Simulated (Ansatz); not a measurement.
# Hf (Hafnium, P6_3/mmc): a volume series of phonon spectra

Aim: how the vibrations of Hf (Hafnium) shift with volume, and the expansion that follows.

Method: DFT PBEsol, scalar-relativistic, plane waves, PAW; PAW set soft_1, in Ansatz 0.2.0.

Most raw output is cut from this account.

**1. Starting point**

Symmetry: P6_3/mmc, No. 194, hexagonal system. The conventional cell has a = 3.197 Å, b = 3.197 Å, c = 5.058 Å, α = 90.00°, β = 90.00°, γ = 120.00°. Hf has 12 Hf at 3.13 to 3.20 Å nearest.

**2. A first coarse run**

Before spending time, one coarse run tells the gap and the pressure of the starting cell.

Input file input.yaml:

```yaml
crystal:
  lattice:
    - [3.1967, 0.0, 0.0]
    - [-1.59835, 2.7684234083, 0.0]
    - [0.0, 0.0, 5.0578]
  atoms:
    - { symbol: Hf, position: [0.3333333333, 0.6666666667, 0.25] }
    - { symbol: Hf, position: [0.6666666667, 0.3333333333, 0.75] }
kpoints:
  mp_grid: { grid: [6, 6, 4] }
hamiltonian:
  xc: pbesol
  pseudopotentials: { kind: paw, azcp: { folder: soft_1 }, xc_functional: pbe }
scf:
  occupations: { method: gaussian, width: 0.1 }
  lower_state_search: "off"
output:
  forces: true
  stress: true
  eigenvalues: true
```

Run with:

```bash
ansatz run input.yaml --threads 18 --pin off --max-ram 92160MiB --backend cuda --events-out ev --progress --plain --runs-dir out --max-vram 78GiB
```

It took 1.1 s on 1 × NVIDIA GB200 with 18 threads of Arm Neoverse V2, shared host; peak memory 1.1 GiB; 1.8 s of CPU time.

Numbers from this step:

| Quantity | Value |
| --- | --- |
| pressure | -3.595 GPa |
| volume per atom | 22.38 Å³/atom |
| gap on the k-mesh | 0 eV |

The start is under -3.6 GPa at this level and looks like a metal on this mesh.

**3. Finding the static equilibrium**

Phonons are second derivatives about a minimum, so cell and atoms are relaxed first, inside the symmetry of the start.

Changes to input.yaml since step 2:

```diff
@@ -9,3 +9,3 @@
 kpoints:
-  mp_grid: { grid: [6, 6, 4] }
+  mp_grid: { grid: [15, 15, 8] }
 hamiltonian:
@@ -20 +20,6 @@
   eigenvalues: true
+relax:
+  adjacent_minimum: "off"
+  f_tol: 0.005
+  max_steps: 80
+  cell: { stress_tol: 0.05 }
```

Wall time 7.7 s (1 × NVIDIA GB200 with 18 threads); peak memory 1.1 GiB.

Relaxation path:

```tsv
step	energy less that of the first step (eV)	largest force component (eV/Å)	pressure (GPa)	volume (Å³)
1	0.0000	0.0000	-3.77	44.76
2	0.0202	0.0000	6.27	41.09
3	-0.0190	0.0000	-0.24	43.31
4	-0.0191	0.0000	0.01	43.21
5*	-0.0187	0.0000	0.00	43.21
```

Relaxation steps marked * repeat the geometry before them on a plane-wave basis chosen anew for their cell, so energy and pressure can jump there. Relaxation step 2 was tried and not accepted.

The run keeps the 24 symmetry operations that it works with, so distortions that break them were not tested.

```tsv
conventional cell, symmetrised	before	after	change
a (Å)	3.197	3.160	-1.1 %
b (Å)	3.197	3.160	-1.1 %
c (Å)	5.058	4.996	-1.2 %
volume (Å³/atom)	22.38	21.61	-3.5 %
```

The relaxed structure:

```
Hf
1.0
     3.16022    0.00000    0.00000
    -1.58011    2.73683    0.00000
     0.00000    0.00000    4.99620
Hf
2
Direct
  0.33333 0.66667 0.25000
  0.66667 0.33333 0.75000
```

This step gave:

| Property | Result |
| --- | --- |
| pressure | 0.003762 GPa |
| volume per atom | 21.61 Å³/atom |

The relaxation ends with a pressure of 0.00 GPa.

**4. Relaxing to small residual forces and stress**

The thresholds are tightened for a last relaxation ahead of the phonons, and where mesh or smearing change with them the cell follows.

input.yaml, the sections that differ from step 3:

```yaml
crystal:
  lattice:
    - [3.160221369, 0.0, 0.0]
    - [-1.5801106845, 2.7368319871, 0.0]
    - [0.0, 0.0, 4.9962017006]
  atoms:
    - { symbol: Hf, position: [0.3333333333, 0.6666666667, 0.25] }
    - { symbol: Hf, position: [0.6666666667, 0.3333333333, 0.75] }
scf:
  occupations: { method: methfessel_paxton, width: 0.2 }
  lower_state_search: "off"
relax:
  adjacent_minimum: "off"
  f_tol: 0.001
  max_steps: 60
  cell: { stress_tol: 0.01 }
# kpoints, hamiltonian, output: as in step 3
```

It took 5.7 s on 1 × NVIDIA GB200 with 18 threads; peak memory 1 GiB.

Little changed from the start: no atom moved by 0.005 Å and no cell edge by 0.1 %.

Numbers from this step:

- pressure: -0.001361 GPa

The residual pressure is -0.0014 GPa, small enough for phonons.

**5. Lattice dynamics at this volume, V/V0 1**

Phonons at this volume give one point of F(V, T); meshes stay fixed along the series.

input.yaml, the sections that differ from step 4:

```yaml
crystal:
  lattice:
    - [3.1604221101, 0.0, 0.0]
    - [-1.580211055, 2.737005834, 0.0]
    - [0.0, 0.0, 4.9953799294]
  atoms:
    - { symbol: Hf, position: [0.3333333333, 0.6666666667, 0.25] }
    - { symbol: Hf, position: [0.6666666667, 0.3333333333, 0.75] }
output:
  eigenvalues: true
phonons:
  method: dfpt
  qmesh: [3, 3, 2]
  temperatures: { t_max: 1000, t_step: 50 }
  qpath:
    path:
      - [[0.0, 0.0, 0.0], [0.5, 0.0, 0.0], [0.33333333, 0.33333333, 0.0], [0.0, 0.0, 0.0], [0.0, 0.0, 0.5], [0.5, 0.0, 0.5], [0.33333333, 0.33333333, 0.5], [0.0, 0.0, 0.5]]
      - [[0.5, 0.0, 0.5], [0.5, 0.0, 0.0]]
      - [[0.33333333, 0.33333333, 0.0], [0.33333333, 0.33333333, 0.5]]
    npoints: 10
# kpoints, hamiltonian, scf: as in step 4
# relax: removed
```

The job ended after 9.3 s (1 × NVIDIA GB200 with 18 threads; peak memory 2.4 GiB; 28 s of CPU time).

Numbers from this step:

| Property | Result |
| --- | --- |
| Γ frequencies | 0, 0, 0, 79.25, 79.25, 106.0 cm⁻¹ (negative: imaginary) |
| lowest frequency on the path | 0 cm⁻¹ |
| zero-point energy | 0.03882 eV/cell |
| point group | 6/mmm |
| highest frequency | 158.8 cm⁻¹ |
| Debye temperature from the second moment | 202 K |

No LO-TO term. The phonon branches at the labelled points (cm⁻¹):

```tsv
point	branch 1	branch 2	branch 3	branch 4	branch 5	branch 6
Γ	0	0	0	79	79	106
halfway	49	51	92	105	115	122
M	60	83	116	128	137	146
halfway	81	90	114	118	137	150
K	104	104	113	113	116	159
halfway	59	64	90	116	120	126
Γ	0	0	0	79	79	106
halfway	28	28	68	72	72	112
A	54	54	54	54	108	108
halfway	85	85	88	88	135	135
L	98	98	101	101	159	159
halfway	68	68	126	126	155	155
H	51	51	139	139	150	150
halfway	74	74	106	106	139	139
A	54	54	54	54	108	108
jump to L	98	98	101	101	159	159
halfway	75	92	107	121	150	150
M	60	83	116	128	137	146
jump to K	104	104	113	113	116	159
halfway	74	74	123	137	137	153
H	51	51	139	139	150	150
```

Tetrahedra on 24 24 14, mean over bins of 2 cm⁻¹. Table of phonon density of states by wavenumber; read off at these points:

```tsv
wavenumber (cm⁻¹)	phonon density of states (1/cm⁻¹/cell)
1.0	0
7.0	1.4e-4
11.0	4.7e-4
17.0	0.00121
23.0	0.00236
29.0	0.00384
33.0	0.00503
39.0	0.00727
45.0	0.0102
51.0	0.0145
55.0	0.0216
61.0	0.0379
67.0	0.0622
71.0	0.0784
77.0	0.0626
83.0	0.0567
89.0	0.0495
93.0	0.0456
99.0	0.0343
105.0	0.0644
109.0	0.0722
115.0	0.0773
117.0	0.0803
121.0	0.0588
127.0	0.0536
131.0	0.0485
137.0	0.0562
143.0	0.0555
149.0	0.0709
151.0	0.0760
153.0	0.0505
159.0	0.00249
```

Harmonic. Thermo, by row:

```tsv
T (K)	F_vib (meV/atom)	S (J/mol-atom/K)	C_V (J/mol-atom/K)
0	19.41	0	0
50	18.36	6.703	12.67
100	11.71	18.5	20.54
150	-0.28	27.34	22.82
200	-16.26	34.05	23.71
250	-35.33	39.39	24.14
300	-56.92	43.81	24.38
350	-80.63	47.58	24.53
400	-106.2	50.87	24.63
450	-133.3	53.77	24.69
500	-161.8	56.38	24.74
550	-191.7	58.73	24.77
600	-222.7	60.89	24.8
650	-254.8	62.88	24.82
700	-287.8	64.72	24.84
750	-321.8	66.43	24.85
800	-356.6	68.04	24.86
850	-392.3	69.54	24.87
900	-428.7	70.97	24.88
950	-465.8	72.31	24.89
1000	-503.6	73.59	24.89
```

Phonopy on the run's constants, 21x21x11 mesh, Gaussian sigma 2.0 cm⁻¹. The modes, Hf by wavenumber; read off at these points:

wavenumber (cm⁻¹), modes, Hf (1/cm⁻¹/cell) and a bar:
```
     -5.0     0.0000 
      0.0     0.0001 
      5.0     0.0000 
     10.0     0.0006 
     15.0     0.0010 
     20.0     0.0017 #
     25.0     0.0031 #
     30.0     0.0043 ##
     35.0     0.0054 ##
     40.0     0.0086 ###
     45.0     0.0094 ####
     50.0     0.0139 #####
     55.0     0.0221 #########
     60.0     0.0355 ##############
     65.0     0.0515 ####################
     70.0     0.0723 #############################
     75.0     0.0660 ##########################
     80.0     0.0592 #######################
     85.0     0.0535 #####################
     90.0     0.0474 ###################
     95.0     0.0421 #################
    100.0     0.0452 ##################
    105.0     0.0625 #########################
    110.0     0.0689 ###########################
    115.0     0.0748 ##############################
    115.8     0.0758 ##############################
    120.0     0.0618 ########################
    125.0     0.0574 #######################
    130.0     0.0504 ####################
    135.0     0.0546 ######################
    140.0     0.0557 ######################
    145.0     0.0618 ########################
    149.3     0.0673 ###########################
    150.0     0.0670 ###########################
    155.0     0.0369 ###############
    160.0     0.0051 ##
    165.0     0.0000 
    170.0     0.0000
```

No LO-TO term. Modes at Γ:

```tsv
mode	frequency (cm⁻¹)	symmetry
1	0.0	-
2	0.0	-
3	0.0	-
4	79.2	E2g
5	79.2	E2g
6	106.0	B1g
```

Displacements in mode 5 (79.2 cm⁻¹), the largest set to 1:
```
Hf1 -0.10 -1.00  0.00
Hf2  0.10  1.00  0.00
```

Displacements in mode 6 (106.0 cm⁻¹), the largest set to 1:
```
Hf1  0.00  0.00  1.00
Hf2  0.00  0.00 -1.00
```

No mode is imaginary beyond numerical noise at the solved wavevectors.

**6. Relaxing at fixed volume, V/V0 1.015**

The volume is fixed at the new value while shape and atoms relax, so that only the volume differs between members of the series.

The cell differs from the one that the last finished run ended in (a 3.160 → 3.176 Å, b 3.160 → 3.176 Å, c 4.995 → 5.020 Å).

input.yaml, the sections that differ from step 5:

```yaml
crystal:
  lattice:
    - [3.176145862, 0.0, 0.0]
    - [-1.588072931, 2.7506230026, 0.0]
    - [0.0, 0.0, 5.0202329749]
  atoms:
    - { symbol: Hf, position: [0.3333333333, 0.6666666667, 0.25] }
    - { symbol: Hf, position: [0.6666666667, 0.3333333333, 0.75] }
output:
  forces: true
  stress: true
  eigenvalues: true
relax:
  adjacent_minimum: "off"
  f_tol: 0.001
  max_steps: 60
  cell: { stress_tol: 0.01, fix: [volume] }
# kpoints, hamiltonian, scf: as in step 5
# phonons: removed
```

Wall time 3 s (1 × NVIDIA GB200 with 18 threads); peak memory 1.1 GiB; 11 s of CPU time.

Little changed from the start: no atom moved by 0.005 Å and no cell edge by 0.1 %.

**7. Lattice dynamics at this volume, V/V0 1.015**

input.yaml, the sections that differ from step 6:

```yaml
crystal:
  lattice:
    - [3.1766305971, 0.0, 0.0]
    - [-1.5883152986, 2.7510427955, 0.0]
    - [0.0, 0.0, 5.0187009758]
  atoms:
    - { symbol: Hf, position: [0.3333333333, 0.6666666667, 0.25] }
    - { symbol: Hf, position: [0.6666666667, 0.3333333333, 0.75] }
output:
  eigenvalues: true
phonons:
  method: dfpt
  qmesh: [3, 3, 2]
  temperatures: { t_max: 1000, t_step: 50 }
  qpath:
    path:
      - [[0.0, 0.0, 0.0], [0.5, 0.0, 0.0], [0.33333333, 0.33333333, 0.0], [0.0, 0.0, 0.0], [0.0, 0.0, 0.5], [0.5, 0.0, 0.5], [0.33333333, 0.33333333, 0.5], [0.0, 0.0, 0.5]]
      - [[0.5, 0.0, 0.5], [0.5, 0.0, 0.0]]
      - [[0.33333333, 0.33333333, 0.0], [0.33333333, 0.33333333, 0.5]]
    npoints: 10
# kpoints, hamiltonian, scf: as in step 6
# relax: removed
```

The job ended after 5.9 s (1 × NVIDIA GB200 with 18 threads; peak memory 2.3 GiB).

No mode is imaginary beyond numerical noise at the solved wavevectors. The highest zone-centre mode (no LO–TO term) moved by -5.5 % for a volume change of +1.5 %.

**8. Relaxing at fixed volume, V/V0 0.985**

Each volume of the series is relaxed in shape and positions, since modes respond to internal strain as well.

The cell differs from the one that the last finished run ended in (a 3.177 → 3.145 Å, b 3.177 → 3.145 Å, c 5.019 → 4.970 Å).

input.yaml, the sections that differ from step 7:

```yaml
crystal:
  lattice:
    - [3.1445403239, 0.0, 0.0]
    - [-1.5722701619, 2.7232518037, 0.0]
    - [0.0, 0.0, 4.970277094]
  atoms:
    - { symbol: Hf, position: [0.3333333333, 0.6666666667, 0.25] }
    - { symbol: Hf, position: [0.6666666667, 0.3333333333, 0.75] }
output:
  forces: true
  stress: true
  eigenvalues: true
relax:
  adjacent_minimum: "off"
  f_tol: 0.001
  max_steps: 60
  cell: { stress_tol: 0.01, fix: [volume] }
# kpoints, hamiltonian, scf: as in step 7
# phonons: removed
```

Run time: 3 s. Hardware: 1 × NVIDIA GB200 with 18 threads; peak memory 1 GiB; 11 s of CPU time.

Little changed from the start: no atom moved by 0.005 Å and no cell edge by 0.1 %.

**9. Lattice dynamics at this volume, V/V0 0.985**

input.yaml, the sections that differ from step 8:

```yaml
crystal:
  lattice:
    - [3.1439706742, 0.0, 0.0]
    - [-1.5719853371, 2.7227584726, 0.0]
    - [0.0, 0.0, 4.9720783661]
  atoms:
    - { symbol: Hf, position: [0.3333333333, 0.6666666667, 0.25] }
    - { symbol: Hf, position: [0.6666666667, 0.3333333333, 0.75] }
output:
  eigenvalues: true
phonons:
  method: dfpt
  qmesh: [3, 3, 2]
  temperatures: { t_max: 1000, t_step: 50 }
  qpath:
    path:
      - [[0.0, 0.0, 0.0], [0.5, 0.0, 0.0], [0.33333333, 0.33333333, 0.0], [0.0, 0.0, 0.0], [0.0, 0.0, 0.5], [0.5, 0.0, 0.5], [0.33333333, 0.33333333, 0.5], [0.0, 0.0, 0.5]]
      - [[0.5, 0.0, 0.5], [0.5, 0.0, 0.0]]
      - [[0.33333333, 0.33333333, 0.0], [0.33333333, 0.33333333, 0.5]]
    npoints: 10
# kpoints, hamiltonian, scf: as in step 8
# relax: removed
```

The job ended after 5.7 s (1 × NVIDIA GB200 with 18 threads; peak memory 2.3 GiB).

No LO-TO term. Phonon branches along the path, in cm⁻¹:

```tsv
point	branch 1	branch 2	branch 3	branch 4	branch 5	branch 6
Γ	0	0	0	79	79	112
halfway	49	51	94	106	120	125
M	60	84	120	129	140	149
halfway	82	91	116	120	140	154
K	106	106	116	116	118	162
halfway	59	65	92	121	122	128
Γ	0	0	0	79	79	112
halfway	28	28	70	72	72	117
A	53	53	53	53	111	111
halfway	86	86	89	89	138	138
L	100	100	103	103	162	162
halfway	69	69	128	128	158	158
H	52	52	142	142	153	153
halfway	75	75	108	108	142	142
A	53	53	53	53	111	111
jump to L	100	100	103	103	162	162
halfway	76	94	109	122	154	154
M	60	84	120	129	140	149
jump to K	106	106	116	116	118	162
halfway	76	76	125	140	140	156
H	52	52	142	142	153	153
```

No mode is imaginary beyond numerical noise at the solved wavevectors. The highest zone-centre mode (no LO–TO term) moved by +5.4 % for a volume change of -1.5 %.

**10. Relaxing at fixed volume, V/V0 1.03**

The cell differs from the one that the last finished run ended in (a 3.144 → 3.192 Å, b 3.144 → 3.192 Å, c 4.972 → 5.045 Å).

input.yaml, the sections that differ from step 9:

```yaml
crystal:
  lattice:
    - [3.1917154533, 0.0, 0.0]
    - [-1.5958577266, 2.7641066642, 0.0]
    - [0.0, 0.0, 5.0448423534]
  atoms:
    - { symbol: Hf, position: [0.3333333333, 0.6666666667, 0.25] }
    - { symbol: Hf, position: [0.6666666667, 0.3333333333, 0.75] }
output:
  forces: true
  stress: true
  eigenvalues: true
relax:
  adjacent_minimum: "off"
  f_tol: 0.001
  max_steps: 60
  cell: { stress_tol: 0.01, fix: [volume] }
# kpoints, hamiltonian, scf: as in step 9
# phonons: removed
```

Run time: 3.2 s. Hardware: 1 × NVIDIA GB200 with 18 threads; peak memory 1 GiB; 12 s of CPU time.

Little changed from the start: no atom moved by 0.005 Å and no cell edge by 0.1 %.

**11. Phonons, V/V0 1.03**

input.yaml, the sections that differ from step 10:

```yaml
crystal:
  lattice:
    - [3.1926401487, 0.0, 0.0]
    - [-1.5963200743, 2.7649074739, 0.0]
    - [0.0, 0.0, 5.0419204665]
  atoms:
    - { symbol: Hf, position: [0.3333333333, 0.6666666667, 0.25] }
    - { symbol: Hf, position: [0.6666666667, 0.3333333333, 0.75] }
output:
  eigenvalues: true
phonons:
  method: dfpt
  qmesh: [3, 3, 2]
  temperatures: { t_max: 1000, t_step: 50 }
  qpath:
    path:
      - [[0.0, 0.0, 0.0], [0.5, 0.0, 0.0], [0.33333333, 0.33333333, 0.0], [0.0, 0.0, 0.0], [0.0, 0.0, 0.5], [0.5, 0.0, 0.5], [0.33333333, 0.33333333, 0.5], [0.0, 0.0, 0.5]]
      - [[0.5, 0.0, 0.5], [0.5, 0.0, 0.0]]
      - [[0.33333333, 0.33333333, 0.0], [0.33333333, 0.33333333, 0.5]]
    npoints: 10
# kpoints, hamiltonian, scf: as in step 10
# relax: removed
```

The job ended after 5.7 s (1 × NVIDIA GB200 with 18 threads; peak memory 2.3 GiB; 21 s of CPU time).

No mode is imaginary beyond numerical noise at the solved wavevectors. The highest zone-centre mode (no LO–TO term) moved by -11.0 % for a volume change of +3.0 %.

**12. A cell at another volume, V/V0 0.97**

The cell differs from the one that the last finished run ended in (a 3.193 → 3.128 Å, b 3.193 → 3.128 Å, c 5.042 → 4.945 Å).

input.yaml, the sections that differ from step 11:

```yaml
crystal:
  lattice:
    - [3.1284964717, 0.0, 0.0]
    - [-1.5642482358, 2.7093574201, 0.0]
    - [0.0, 0.0, 4.9449180962]
  atoms:
    - { symbol: Hf, position: [0.3333333333, 0.6666666667, 0.25] }
    - { symbol: Hf, position: [0.6666666667, 0.3333333333, 0.75] }
output:
  forces: true
  stress: true
  eigenvalues: true
relax:
  adjacent_minimum: "off"
  f_tol: 0.001
  max_steps: 60
  cell: { stress_tol: 0.01, fix: [volume] }
# kpoints, hamiltonian, scf: as in step 11
# phonons: removed
```

Run time: 3.1 s. Hardware: 1 × NVIDIA GB200 with 18 threads; peak memory 1.1 GiB; 11 s of CPU time.

Little changed from the start: no atom moved by 0.005 Å and no cell edge by 0.1 %.

**13. Lattice dynamics at this volume, V/V0 0.97**

The same q-mesh and k-mesh are kept at every volume, so that much of their error can cancel in the differences.

input.yaml, the sections that differ from step 12:

```yaml
crystal:
  lattice:
    - [3.1272626379, 0.0, 0.0]
    - [-1.5636313189, 2.7082888888, 0.0]
    - [0.0, 0.0, 4.9488208132]
  atoms:
    - { symbol: Hf, position: [0.3333333333, 0.6666666667, 0.25] }
    - { symbol: Hf, position: [0.6666666667, 0.3333333333, 0.75] }
output:
  eigenvalues: true
phonons:
  method: dfpt
  qmesh: [3, 3, 2]
  temperatures: { t_max: 1000, t_step: 50 }
  qpath:
    path:
      - [[0.0, 0.0, 0.0], [0.5, 0.0, 0.0], [0.33333333, 0.33333333, 0.0], [0.0, 0.0, 0.0], [0.0, 0.0, 0.5], [0.5, 0.0, 0.5], [0.33333333, 0.33333333, 0.5], [0.0, 0.0, 0.5]]
      - [[0.5, 0.0, 0.5], [0.5, 0.0, 0.0]]
      - [[0.33333333, 0.33333333, 0.0], [0.33333333, 0.33333333, 0.5]]
    npoints: 10
# kpoints, hamiltonian, scf: as in step 12
# relax: removed
```

Run time: 5.8 s. Hardware: 1 × NVIDIA GB200 with 18 threads; peak memory 2.2 GiB.

No LO-TO term. The phonon branches at the labelled points (cm⁻¹):

```tsv
point	branch 1	branch 2	branch 3	branch 4	branch 5	branch 6
Γ	0	0	0	78	78	117
halfway	50	51	97	107	125	127
M	60	85	123	131	144	153
halfway	83	92	119	123	143	157
K	108	108	118	118	120	166
halfway	59	66	95	124	125	131
Γ	0	0	0	78	78	117
halfway	28	28	70	71	71	121
A	53	53	53	53	113	113
halfway	86	86	90	90	141	141
L	102	102	104	104	166	166
halfway	70	70	130	130	162	162
H	53	53	144	144	156	156
halfway	76	76	109	109	145	145
A	53	53	53	53	113	113
jump to L	102	102	104	104	166	166
halfway	76	95	112	124	157	158
M	60	85	123	131	144	153
jump to K	108	108	118	118	120	166
halfway	77	77	128	143	143	160
H	53	53	144	144	156	156
```

No mode is imaginary beyond numerical noise at the solved wavevectors. The highest zone-centre mode (no LO–TO term) moved by +10.8 % for a volume change of -3.0 %.

[end of part 1 of 2]

[Logs are printed without paths, hosts, clocks, repeated set-up lines and the standing remarks that a program may print on its own settings, such as how far it seeks lower states.]

[Hosts, paths, dates, database ids (printed as entryN), source tags and the programs' standing remarks are cut or masked in the printed files.]

[A step with changed settings may run another functional than the one named; its input shows which.]


